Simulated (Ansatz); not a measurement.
**bond stretched by 2.5 Å, between Li atomic chains under bias**

Aim: the current at finite bias, with the potential solved under it.

Program: Ansatz 0.2.0. Level of theory: DFT PBE, plane waves, PAW; current against voltage, self-consistent under bias. Results are calculated unless marked as measured.

## (1) The structure

The cell holds 28 atoms: 28 Li. Its edges and angles: a = 6.000 Å, b = 6.000 Å, c = 98.850 Å, α = 90.0°, β = 90.0°, γ = 90.0°. Electrodes: Li atomic chain; the apex atoms were set 5.550 Å apart. Regions: lower lead, 14 atoms (14 Li); upper lead, 14 atoms (14 Li). Vacuum lies along a, b and c.

## (2) The sweep under bias

Vacuum beyond both ends lets the two leads hold different Fermi levels, and the density is solved anew at each bias. Each lead has 14 atoms, since a wire screens slowly.

Contents of input.yaml:

```yaml
crystal:
  lattice:
    - [6.0, 0.0, 0.0]
    - [0.0, 6.0, 0.0]
    - [0.0, 0.0, 98.85]
  atoms:
    - { symbol: Li, position: [0.5, 0.5, 0.0] }
    - { symbol: Li, position: [0.5, 0.5, 0.030854831] }
    - { symbol: Li, position: [0.5, 0.5, 0.061709661] }
    - { symbol: Li, position: [0.5, 0.5, 0.092564492] }
    - { symbol: Li, position: [0.5, 0.5, 0.123419322] }
    - { symbol: Li, position: [0.5, 0.5, 0.154274153] }
    - { symbol: Li, position: [0.5, 0.5, 0.185128983] }
    - { symbol: Li, position: [0.5, 0.5, 0.215983814] }
    - { symbol: Li, position: [0.5, 0.5, 0.246838644] }
    - { symbol: Li, position: [0.5, 0.5, 0.277693475] }
    - { symbol: Li, position: [0.5, 0.5, 0.308548306] }
    - { symbol: Li, position: [0.5, 0.5, 0.339403136] }
    - { symbol: Li, position: [0.5, 0.5, 0.370257967] }
    - { symbol: Li, position: [0.5, 0.5, 0.401112797] }
    - { symbol: Li, position: [0.5, 0.5, 0.457258472] }
    - { symbol: Li, position: [0.5, 0.5, 0.488113303] }
    - { symbol: Li, position: [0.5, 0.5, 0.518968134] }
    - { symbol: Li, position: [0.5, 0.5, 0.549822964] }
    - { symbol: Li, position: [0.5, 0.5, 0.580677795] }
    - { symbol: Li, position: [0.5, 0.5, 0.611532625] }
    - { symbol: Li, position: [0.5, 0.5, 0.642387456] }
    - { symbol: Li, position: [0.5, 0.5, 0.673242286] }
    - { symbol: Li, position: [0.5, 0.5, 0.704097117] }
    - { symbol: Li, position: [0.5, 0.5, 0.734951947] }
    - { symbol: Li, position: [0.5, 0.5, 0.765806778] }
    - { symbol: Li, position: [0.5, 0.5, 0.796661608] }
    - { symbol: Li, position: [0.5, 0.5, 0.827516439] }
    - { symbol: Li, position: [0.5, 0.5, 0.85837127] }
kpoints:
  mp_grid: { grid: [1, 1, 1] }
scf:
  occupations: { method: fermi_dirac, width: 0.1 }
hamiltonian:
  xc: pbe
output:
  current_voltage:
    leads: [[7, 8], [19, 20]]
    bias: [0.3, 0.6, 1.0, 1.5]
    electrode_ends: [13, 14]
    kmesh: [1, 1]
  write_potential: true
  write_density: true
  volumetric_format: npy
basis:
  ecutwfc: "340 eV"
```

Launch:

```sh
$ ansatz run input.yaml --threads 8 --pin off --max-ram 16384MiB --backend cpu --events-out ev --progress --plain --runs-dir out
```

Numbers of over 12 decimals in the logs are rounded to 6 here.

Log:

```text
Warning: basis.ecutwfc = 340 eV is below the records' recommended 420 eV, and the density's cutoff is lower with it unless basis.ecutrho_ratio is high enough to keep the records' density cutoff: compare with a run at a higher cutoff
Engine: ansatz 0.2.0, aarch64-unknown-linux-gnu
Pseudopotentials: kind: paw
Pseudopotential: Li, paw, valence charge 3, recommended cutoff 420 eV (normal), Li.paw.azcp
Functional definition: PBE
  parameter kappa = 0.804
  parameter beta = 0.066725
  exchange = pbe_x(kappa = kappa, mu = beta*pi^2/3)
  correlation = pbe_c(beta = beta)
Crystal: 28 atoms, lattice volume = 3558.600 Å³
Basis set: ecut = 340 eV, 50429 PW (Γ)
Bands: 70, of which v1, the nominal top of the filled ones, is band 42 counted from 1 (41 counted from 0)
Symmetry: 16 space group operations
Space group: P4/mmm (ITA 123), of the structure as read, at distance tolerance 1.5e-4 Å
k-points: 1
Non-local potential: Li, projectors of the file, l = 0: 3, l = 1: 2, l = 2: 1
PAW form: soft (Blöchl's): semilocal exchange-correlation on the pseudo side does not see the compensation charge
PAW one-centre angular grid: Li, 110 points (default); XC on 64 Gauss nodes
Initial density: superposition of atomic densities (neutral atoms: chi_scale 0, normalization atom), corrected by the library's trained network
Initial wavefunctions: pseudopotential atomic-orbital guess
Functional: x = pbe(κ = 0.804, μ = 0.219515), c = pbe(β = 0.066725)
SCF iter   1: F=—  HF=-5713.224206 eV  |F-HF|=—  |Δ(HF+E_count)|=         —  Δρ=4.17e-3  dr2=4.89e1  ethr=1.77e-3  ⟨swp⟩=18.0  Hψ=526  notcnv=0
preconditioner: auto → LDOS  [metal: Δε(μ)=0.135 eV  Ē_g=2.058 eV  σ=0.100 eV  W_gap=0.32  n_scr=176 (ndim 8)  ℏωp=3.3 eV  f_vac=0.245  D(μ)=20.84/eV (n_scr^D=32)  β→1.0]
SCF iter   2: F=—  HF=-5711.552076 eV  |F-HF|=—  |Δ(HF+E_count)|=    1.67e0  Δρ=1.91e-3  dr2=1.05e0  ethr=1.77e-3  ⟨swp⟩=7.0  Hψ=160  notcnv=0
SCF iter   3: F=—  HF=-5711.591252 eV  |F-HF|=—  |Δ(HF+E_count)|=   3.92e-2  Δρ=8.43e-4  dr2=5.03e-1  ethr=1.25e-3  ⟨swp⟩=6.0  Hψ=201  notcnv=0
SCF iter   4: F=—  HF=-5711.610917 eV  |F-HF|=—  |Δ(HF+E_count)|=   1.97e-2  Δρ=3.53e-4  dr2=3.32e-2  ethr=5.98e-4  ⟨swp⟩=2.0  Hψ=90  notcnv=0
SCF iter   5: F=—  HF=-5711.618335 eV  |F-HF|=—  |Δ(HF+E_count)|=   7.42e-3  Δρ=1.15e-4  dr2=4.79e-3  ethr=3.95e-5  ⟨swp⟩=2.0  Hψ=110  notcnv=0
SCF iter   6: F=—  HF=-5711.619318 eV  |F-HF|=—  |Δ(HF+E_count)|=   9.82e-4  Δρ=4.20e-5  dr2=5.26e-4  ethr=5.70e-6  ⟨swp⟩=2.0  Hψ=73  notcnv=0
SCF iter   7: F=—  HF=-5711.619517 eV  |F-HF|=—  |Δ(HF+E_count)|=   2.00e-4  Δρ=1.87e-5  dr2=1.64e-4  ethr=6.26e-7  ⟨swp⟩=2.0  Hψ=91  notcnv=0
SCF iter   8: F=—  HF=-5711.619539 eV  |F-HF|=—  |Δ(HF+E_count)|=   2.11e-5  Δρ=6.40e-6  dr2=2.18e-5  ethr=1.95e-7  ⟨swp⟩=2.0  Hψ=77  notcnv=0
SCF iter   9: F=—  HF=-5711.619542 eV  |F-HF|=—  |Δ(HF+E_count)|=   3.93e-6  Δρ=1.96e-6  dr2=1.85e-6  ethr=2.60e-8  ⟨swp⟩=2.0  Hψ=81  notcnv=0
SCF iter  10: F=—  HF=-5711.619543 eV  |F-HF|=—  |Δ(HF+E_count)|=   3.69e-7  Δρ=5.29e-7  dr2=5.11e-7  ethr=2.20e-9  ⟨swp⟩=2.0  Hψ=91  notcnv=0
SCF iter  11: F=-5711.619543 eV  HF=-5711.619543 eV  |F-HF|=4.24e-9  |Δ(HF+E_count)|=   3.00e-8  Δρ=2.14e-7  dr2=1.42e-8  ethr=1.19e-10  ⟨swp⟩=27.0  Hψ=438  notcnv=0
SCF 1 converged in 11 iterations: F = -5711.619543 eV  dr2 = 1.42e-8
  greatest PAW one-centre occupation: 1.000 electrons in one spin orbital (limit 2), on the Li atom at site 14 (counted from 0), in its partial waves of l = 0
bias +0 V, iteration  1: dr2 2.75e-2 eV, mean Fermi level -2.7410 eV
bias +0 V, iteration  2: dr2 3.94e-3 eV, mean Fermi level -2.7398 eV
bias +0 V, iteration  3: dr2 9.47e-5 eV, mean Fermi level -2.7403 eV
bias +0 V, iteration  4: dr2 1.44e-5 eV, mean Fermi level -2.7404 eV
bias +0 V, iteration  5: dr2 1.44e-6 eV, mean Fermi level -2.7405 eV
bias +0 V, iteration  6: dr2 1.19e-7 eV, mean Fermi level -2.7405 eV
bias +0 V, iteration  7: dr2 1.54e-8 eV, mean Fermi level -2.7405 eV
bias +0.3 V, iteration  1: dr2 3.05e1 eV, mean Fermi level -2.7331 eV
bias +0.3 V, iteration  2: dr2 2.87e-1 eV, mean Fermi level -2.7403 eV
bias +0.3 V, iteration  3: dr2 1.94e-1 eV, mean Fermi level -2.7384 eV
bias +0.3 V, iteration  4: dr2 5.51e-4 eV, mean Fermi level -2.7384 eV
bias +0.3 V, iteration  5: dr2 7.64e-5 eV, mean Fermi level -2.7384 eV
bias +0.3 V, iteration  6: dr2 3.61e-5 eV, mean Fermi level -2.7384 eV
bias +0.3 V, iteration  7: dr2 4.27e-6 eV, mean Fermi level -2.7384 eV
bias +0.3 V, iteration  8: dr2 1.69e-6 eV, mean Fermi level -2.7384 eV
bias +0.3 V, iteration  9: dr2 9.31e-8 eV, mean Fermi level -2.7384 eV
bias +0.6 V, iteration  1: dr2 2.81e-1 eV, mean Fermi level -2.7332 eV
bias +0.6 V, iteration  2: dr2 6.02e-3 eV, mean Fermi level -2.7335 eV
bias +0.6 V, iteration  3: dr2 4.28e-3 eV, mean Fermi level -2.7329 eV
bias +0.6 V, iteration  4: dr2 1.38e-4 eV, mean Fermi level -2.7331 eV
bias +0.6 V, iteration  5: dr2 2.02e-5 eV, mean Fermi level -2.7330 eV
bias +0.6 V, iteration  6: dr2 4.36e-6 eV, mean Fermi level -2.7330 eV
bias +0.6 V, iteration  7: dr2 3.45e-7 eV, mean Fermi level -2.7330 eV
bias +0.6 V, iteration  8: dr2 8.35e-8 eV, mean Fermi level -2.7330 eV
bias +1 V, iteration  1: dr2 5.20e-1 eV, mean Fermi level -2.7229 eV
bias +1 V, iteration  2: dr2 8.35e-2 eV, mean Fermi level -2.7245 eV
bias +1 V, iteration  3: dr2 5.80e-2 eV, mean Fermi level -2.7227 eV
bias +1 V, iteration  4: dr2 8.52e-4 eV, mean Fermi level -2.7234 eV
bias +1 V, iteration  5: dr2 5.78e-4 eV, mean Fermi level -2.7234 eV
bias +1 V, iteration  6: dr2 1.47e-4 eV, mean Fermi level -2.7233 eV
bias +1 V, iteration  7: dr2 2.28e-5 eV, mean Fermi level -2.7234 eV
bias +1 V, iteration  8: dr2 2.04e-6 eV, mean Fermi level -2.7234 eV
bias +1 V, iteration  9: dr2 2.96e-7 eV, mean Fermi level -2.7234 eV
bias +1 V, iteration 10: dr2 1.46e-7 eV, mean Fermi level -2.7234 eV
bias +1 V, iteration 11: dr2 7.25e-9 eV, mean Fermi level -2.7234 eV
bias +1.5 V, iteration  1: dr2 4.38e-1 eV, mean Fermi level -2.7141 eV
bias +1.5 V, iteration  2: dr2 4.93e-1 eV, mean Fermi level -2.7206 eV
bias +1.5 V, iteration  3: dr2 2.53e-1 eV, mean Fermi level -2.7155 eV
bias +1.5 V, iteration  4: dr2 1.39e-2 eV, mean Fermi level -2.7171 eV
bias +1.5 V, iteration  5: dr2 3.06e-3 eV, mean Fermi level -2.7181 eV
bias +1.5 V, iteration  6: dr2 6.18e-3 eV, mean Fermi level -2.7181 eV
bias +1.5 V, iteration  7: dr2 2.27e-3 eV, mean Fermi level -2.7182 eV
bias +1.5 V, iteration  8: dr2 1.98e-4 eV, mean Fermi level -2.7182 eV
bias +1.5 V, iteration  9: dr2 4.13e-5 eV, mean Fermi level -2.7182 eV
bias +1.5 V, iteration 10: dr2 1.99e-5 eV, mean Fermi level -2.7182 eV
bias +1.5 V, iteration 11: dr2 1.08e-5 eV, mean Fermi level -2.7182 eV
bias +1.5 V, iteration 12: dr2 2.94e-7 eV, mean Fermi level -2.7182 eV
bias +1.5 V, iteration 13: dr2 1.79e-7 eV, mean Fermi level -2.7182 eV
bias +1.5 V, iteration 14: dr2 1.43e-8 eV, mean Fermi level -2.7182 eV
transmission: 8 of 45 steps passed
transmission: 24 of 45 steps passed
[...]
transmission: 45 of 45 steps passed
WARN: The output density's exchange-correlation potential varies sharply where the density is thin. Do not read a vacuum level from v_tot or v_xc, or from such a field of the output density. On a cell that repeats whose density bears no net charge and no dipole along the vacuum's axis use v_es (v_loc + v_h of the components); under efield.dipole_correction with no amplitude use v_es + v_field, which holds any externa [...]
SCF converged after 11 iterations
Free energy (F): -5711.619543 eV
Harris-Foulkes:  -5711.619543 eV  (|F-HF|=4.24e-9)
Internal energy: -5710.944643 eV  (E = F + TS)
E sigma→0 (E₀):  -5711.282093 eV
Entropy (-TS):   -0.674900 eV (-24.104 meV/atom)
Fermi energy:    -2.733292 eV
--- Per-component energies (eV) ---
  E_band       = -2936.592379
  E_kinetic    = 526.297005
  E_local      = -8282.302716  (includes V_loc(G=0)·N_el)
  E_nonlocal   = -933.906869
  E_hartree    = 3203.400798
  E_xc         = -235.302204
  E_vxc        = -301.775853  (∫ρ·V_xc dr)
  E_paw        = -586.554484  (= ΣΔE_a)
  E_vpaw       = -351.709258  (= ΣTr[D̂ρ^β])
  E_aug_tail   = 0.001631  (compensation charges beyond the density's cutoff)
  E_ewald      = 597.422196
  E_smearing   = -0.674900  (= −TS)
  E_closure    = -0.000000  (closes the sum)
  Σ components = -5711.619543   (vs F -5711.619543, Δ=0.00e0)
--- Band table (eV) ---
  k-point 0: bands = [... 38 lower, -3.0279, -3.0002, -2.8582, -2.8222, -2.6643, -2.6220, -2.4354, -2.3871, ... 24 higher]
--- Current–voltage curve ---
  leads      : [7, 8] from 98.85 to 138.50 and [19, 20] from 144.05 to 183.70 Å, reservoirs outside 124.08 and 158.47
  electrodes : end at 138.50 and 144.05 Å
  density    : 216 bands, filled at a thermal energy of 2.585e-2 eV; current at 300 K
  bias (V)   current (A)   every other point   every other energy   edges, levels   drop (V)   electrons moved   misfit (meV)   iterations
        +0      0.0000e0                   -             0.0000e0        0.0000e0     +0.000            0.00e0           12.3   7
      +0.3     8.2008e-6                   -            8.2007e-6        0.0000e0     +0.189           1.71e-2           29.5   9
      +0.6     1.4238e-5                   -            1.4238e-5        0.0000e0     +0.401           3.60e-2           46.3   8
        +1     2.0205e-5                   -            2.0205e-5        0.0000e0     +0.707           6.09e-2           58.9   11
      +1.5     2.4473e-5                   -            2.4474e-5      4.2606e-10     +1.147           8.97e-2           66.7   14
  At 0 V the conductance is 3.0397e-5 S, 8.4435e13 S/m².
```

It took 3.4 min on 8 threads of Arm Neoverse V2, shared host; peak memory 3.2 GiB.

This step gave:

```yaml
conductance_at_zero_bias: 0.3923 G₀
current_at_the_highest_bias: 24.47 μA
largest_misfit_of_the_leads: 66.67 meV
```

Cell area 36.000 Å^2. Table of current through one cell by bias:

```
bias (V)  current through one cell (μA)
   0.000                              0
   0.300                           8.20
   0.600                           14.2
   1.000                           20.2
   1.500                           24.5
```

Bias 0 V. Table of transmission and channels at 0 V by energy, zero at the mean Fermi level:

```
energy (eV)  transmission  channels, lower lead  channels, upper lead
     -0.259         0.244                     1                     1
     -0.233         0.264                     1                     1
     -0.207         0.285                     1                     1
     -0.181         0.307                     1                     1
     -0.155         0.329                     1                     1
     -0.129         0.349                     1                     1
     -0.103         0.367                     1                     1
     -0.078         0.381                     1                     1
     -0.052         0.391                     1                     1
     -0.026         0.397                     1                     1
      0.000         0.398                     1                     1
      0.026         0.396                     1                     1
      0.052         0.390                     1                     1
      0.078         0.383                     1                     1
      0.103         0.374                     1                     1
      0.129         0.364                     1                     1
      0.155         0.354                     1                     1
      0.181         0.345                     1                     1
      0.207         0.337                     1                     1
      0.233         0.330                     1                     1
      0.259         0.325                     1                     1
```

Bias 0.6 V. Table of transmission and channels at 0.6 V by energy, zero at the mean Fermi level:

```
energy (eV)  transmission  channels, lower lead  channels, upper lead
     -0.569        0.0344                     1                     1
     -0.517        0.0906                     1                     1
     -0.465         0.130                     1                     1
     -0.414         0.165                     1                     1
     -0.362         0.200                     1                     1
     -0.310         0.231                     1                     1
     -0.233         0.262                     1                     1
     -0.181         0.273                     1                     1
     -0.129         0.281                     1                     1
     -0.078         0.289                     1                     1
     -0.026         0.299                     1                     1
      0.000         0.305                     1                     1
      0.026         0.311                     1                     1
      0.078         0.324                     1                     1
      0.129         0.336                     1                     1
      0.181         0.347                     1                     1
      0.233         0.355                     1                     1
      0.310         0.364                     1                     1
      0.362         0.371                     1                     1
      0.414         0.378                     1                     1
      0.465         0.389                     1                     1
      0.517         0.403                     1                     1
      0.569         0.420                     1                     1
```

[end of part 1 of 2]

[Logs are printed without paths, hosts, clocks, repeated set-up lines and the standing remarks that a program may print on its own settings, such as how far it seeks lower states.]

[Hosts, paths, dates, database ids (printed as entryN), source tags and the programs' standing remarks are cut or masked in the printed files.]
